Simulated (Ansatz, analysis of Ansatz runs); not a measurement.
# How often does Mg try the jump in MgB2C2 (Pnnm)?, part 2 of 2

Aim: the prefactor of a hop in MgB2C2 (Pnnm) (Mg_i hop between voids (2.3 Å), charge +2) from the modes of the moving atom at the start and at the top of a path found beforehand. Model: a cell of 60 host atoms with 1 Mg put in.

Ansatz 0.2.0; plane-wave PAW DFT, PBEsol; finite-difference force constants of the moving atom alone.

So far. Step 2 (Vibrations of the moving atom at the start point): The three modes are 254, 266 and 474 cm⁻¹: all real, a minimum for this atom with the others held.

## 3. Vibrations of the moving atom at the top of the path

The same at the top, where the mode along the path should be imaginary.

File qp2.top.modes/input.yaml:

```yaml
crystal:
  lattice:
    - [4.61704896, 7.1710112, 0.0]
    - [-4.61704896, 7.1710112, 0.0]
    - [0.0, 0.0, 8.29768847]
  atoms:
    - { symbol: Mg, position: [0.01228211, 0.48262596, 0.16119184] }
    - { symbol: Mg, position: [0.48786056, 0.01746434, 0.16089907] }
[... 11 atom lines left out ...]
    - { symbol: C, position: [0.51043905, 0.7204265, 0.16755553] }
[... 1 atom line left out ...]
    - { symbol: C, position: [0.98985786, 0.78014301, 0.16729201] }
[... 6 atom lines left out ...]
    - { symbol: Mg, position: [-0.05829662, 0.0380436, 0.3337717] }
    - { symbol: Mg, position: [0.56212358, 0.45906383, 0.33298704] }
    - { symbol: B, position: [0.3097821, 0.42749495, 0.4993327] }
[... 3 atom lines left out ...]
    - { symbol: B, position: [0.45511378, 0.81530947, 0.33362019] }
[... 1 atom line left out ...]
    - { symbol: B, position: [0.04456673, 0.68554295, 0.33318506] }
[... 2 atom lines left out ...]
    - { symbol: C, position: [0.51027338, 0.72043171, 0.49941252] }
[... 1 atom line left out ...]
    - { symbol: C, position: [0.9896873, 0.78014029, 0.49933638] }
    - { symbol: C, position: [0.21442675, 0.50323872, 0.33326788] }
[... 1 atom line left out ...]
    - { symbol: C, position: [0.28489257, 0.99658485, 0.33353778] }
[... 21 atom lines left out ...]
    - { symbol: Mg, position: [0.25160719, 0.74815233, 0.3333607] }
  symmetry: { detect: false }
total_charge: 2
basis:
  ecutwfc: 420
  xc_grid: 2
hamiltonian:
  xc: pbesol
kpoints:
  mp_grid: { grid: [1, 1, 1], shift: [0.25, 0.25, 0.25] }
scf:
  occupations: { method: fixed }
  max_iter: 100
phonons:
  supercell: [1, 1, 1]
  displaced_sites: [60]
  amplitude: 0.02
```

Launch:

```console
ansatz run input.yaml --threads 4 --pin off --max-ram 7536MiB --backend cpu --events-out ev --progress --plain --runs-dir out
```

Numbers of over 12 decimals in the logs are rounded to 6 here.

The program printed:

```text
[...]
Crystal: 61 atoms, lattice volume = 549.455 Å³
Basis set: ecut = 420 eV, 10723 PW (Γ), exchange–correlation on 120×120×120 points (8 copies of the dense FFT grid, shifted against one another)
Bands: 209, of which v1, the nominal top of the filled ones, is band 148 counted from 1 (147 counted from 0)
Symmetry: 1 space group operations
k-points: 1
[...]
SCF iter   1: F=—  HF=-34466.541293 eV  |F-HF|=—  |Δ(HF+E_count)|=         —  Δρ=1.40e-2  dr2=1.08e0  ethr=1.77e-3  ⟨swp⟩=5.0  Hψ=753  notcnv=0  defer=55
[...]
SCF iter  10: F=-34466.071711 eV  HF=-34466.071711 eV  |F-HF|=1.75e-10  |Δ(HF+E_count)|=  7.06e-10  Δρ=2.30e-7  dr2=4.24e-10  ethr=1.00e-12  ⟨swp⟩=17.0  Hψ=1360  notcnv=0
SCF 1 converged in 10 iterations: F = -34466.071711 eV  dr2 = 4.24e-10
[...]
SCF iter   8: F=-34466.069764 eV  HF=-34466.069764 eV  |F-HF|=7.28e-12  |Δ(HF+E_count)|=  1.46e-11  Δρ=4.24e-8  dr2=1.20e-11  ethr=1.00e-12  ⟨swp⟩=4.0  Hψ=564  notcnv=0
SCF 2 converged in 8 iterations: F = -34466.069764 eV  dr2 = 1.20e-11
[...]
SCF iter   6: F=-34466.070508 eV  HF=-34466.070508 eV  |F-HF|=2.18e-11  |Δ(HF+E_count)|=    0.00e0  Δρ=2.86e-8  dr2=3.52e-12  ethr=1.00e-12  ⟨swp⟩=4.0  Hψ=521  notcnv=0
SCF 3 converged in 6 iterations: F = -34466.070508 eV  dr2 = 3.52e-12
[...]
SCF iter   8: F=-34466.066859 eV  HF=-34466.066859 eV  |F-HF|=1.46e-11  |Δ(HF+E_count)|=    0.00e0  Δρ=4.63e-8  dr2=1.37e-11  ethr=1.00e-12  ⟨swp⟩=4.0  Hψ=564  notcnv=0
SCF 4 converged in 8 iterations: F = -34466.066859 eV  dr2 = 1.37e-11
[...]
SCF iter   6: F=-34466.067319 eV  HF=-34466.067319 eV  |F-HF|=2.18e-11  |Δ(HF+E_count)|=  2.18e-11  Δρ=3.76e-8  dr2=1.15e-11  ethr=1.00e-12  ⟨swp⟩=4.0  Hψ=640  notcnv=0
SCF 5 converged in 6 iterations: F = -34466.067319 eV  dr2 = 1.15e-11
[...]
SCF iter   8: F=-34466.072129 eV  HF=-34466.072129 eV  |F-HF|=2.18e-11  |Δ(HF+E_count)|=  7.28e-12  Δρ=6.41e-8  dr2=3.22e-11  ethr=1.00e-12  ⟨swp⟩=4.0  Hψ=566  notcnv=0
SCF 6 converged in 8 iterations: F = -34466.072129 eV  dr2 = 3.22e-11
[...]
SCF iter   6: F=-34466.072124 eV  HF=-34466.072124 eV  |F-HF|=0.00e0  |Δ(HF+E_count)|=  7.28e-11  Δρ=4.67e-8  dr2=1.13e-11  ethr=1.00e-12  ⟨swp⟩=4.0  Hψ=571  notcnv=0
SCF 7 converged in 6 iterations: F = -34466.072124 eV  dr2 = 1.13e-11
SCF converged after 10 iterations
Free energy (F): -34466.071711 eV
[...]
Internal energy: -34466.071711 eV  (E = F + TS)
E sigma→0 (E₀):  -34466.071711 eV
Fermi energy:    8.186898 eV
[...]
--- Forces (eV/Å), atoms counted from 1 ---
  atom   1  Mg    -0.00105441    -0.00060865    -0.00089238
  atom   2  Mg    -0.00126661    -0.00200194     0.00035112
  [... 11 atoms left out ...]
  atom  14  C      0.00124094    -0.00460882     0.00267312
  [... 1 atom left out ...]
  atom  16  C     -0.01087086    -0.00195370     0.00485865
  [... 6 atoms left out ...]
  atom  23  Mg    -0.01011482    -0.00320887    -0.00006829
  [... 5 atoms left out ...]
  atom  29  B      0.01263548     0.00891554    -0.00126188
  [... 1 atom left out ...]
  atom  31  B      0.02241867     0.00402691     0.00067778
  [... 2 atoms left out ...]
  atom  34  C      0.00135596    -0.00510123    -0.00163552
  [... 1 atom left out ...]
  atom  36  C     -0.01111884    -0.00179286    -0.00534265
  atom  37  C     -0.01622333     0.01435954    -0.00072340
  [... 1 atom left out ...]
  atom  39  C      0.00393209     0.00049469     0.00001010
  [... 21 atoms left out ...]
  atom  61  Mg    -0.01862562    -0.01147802     0.00012596
  max |Σ_I F_I| component: 6.10e-7 eV/Å
--- Band table (eV) ---
[...]
transpose residual: 1.8e-3 eV/Å²
[...]
frequencies among the named sites at Γ of the cell (cm⁻¹): -152.49 279.53 518.30
  unstable modes among the named sites: 1
  frequencies as built, with no sum rule (cm⁻¹): -152.49 279.53 518.30
  zero-point energy: 0.049459 eV/cell   skipped modes (ω ≤ 0): 1, of them read as no rigid motion or as one in doubt: 1 (1.000e0 modes/cell left out, lowest -152.49 cm⁻¹)
[...]
```

Elapsed: 23 s, on 4 threads of Intel Xeon 6975P-C (Granite Rapids), shared host; peak memory 0.97 GiB.

Read from the output:

```
free energy                : -34466.0717 eV
frequencies of moving atom : -152.5, 279.5, 518.3 cm⁻¹ (negative: imaginary)
```

The three modes are 152i, 280 and 518 cm⁻¹: one imaginary, a saddle of first order for this atom with the others held.

## 4. Attempt frequency and hop rate

Analysis of the runs above: harmonic transition-state theory from the moving atom's modes alone (Vineyard), PBEsol.

It gives:

```
attempt frequency : 6.605 THz
```

The hop rate by temperature:

| temperature (K) | hop rate (1/s) |
| --- | --- |
| 200 | 6.5e-18 |
| 300 | 6.5e-8 |
| 400 | 0.00654 |
| 600 | 656 |
| 800 | 2.1e5 |
| 1000 | 6.6e6 |

## 5. What came out

```yaml
attempt_frequency_attempt_frequency_and_hop_rate: 6.60 THz
```

**Reading.** The attempt frequency, the product of the three frequencies at the start over that of the two real ones at the top (Vineyard), is 6.6 THz. With the barrier of 1.19 eV it gives 6.6e+02 hops a second at 600 K along this one path; equivalent neighbouring sites multiply that. The host's atoms were held, though they move along the path too, so the prefactor is rough. What this leaves open: one k-point off the zone centre stands for the whole zone; periodic copies of the defect are only 8.3 Å apart.

[Logs are printed without paths, hosts, clocks, repeated set-up lines and the standing remarks that a program may print on its own settings, such as how far it seeks lower states.]

[Hosts, paths, dates, database ids (printed as entryN), source tags and the programs' standing remarks are cut or masked in the printed files.]
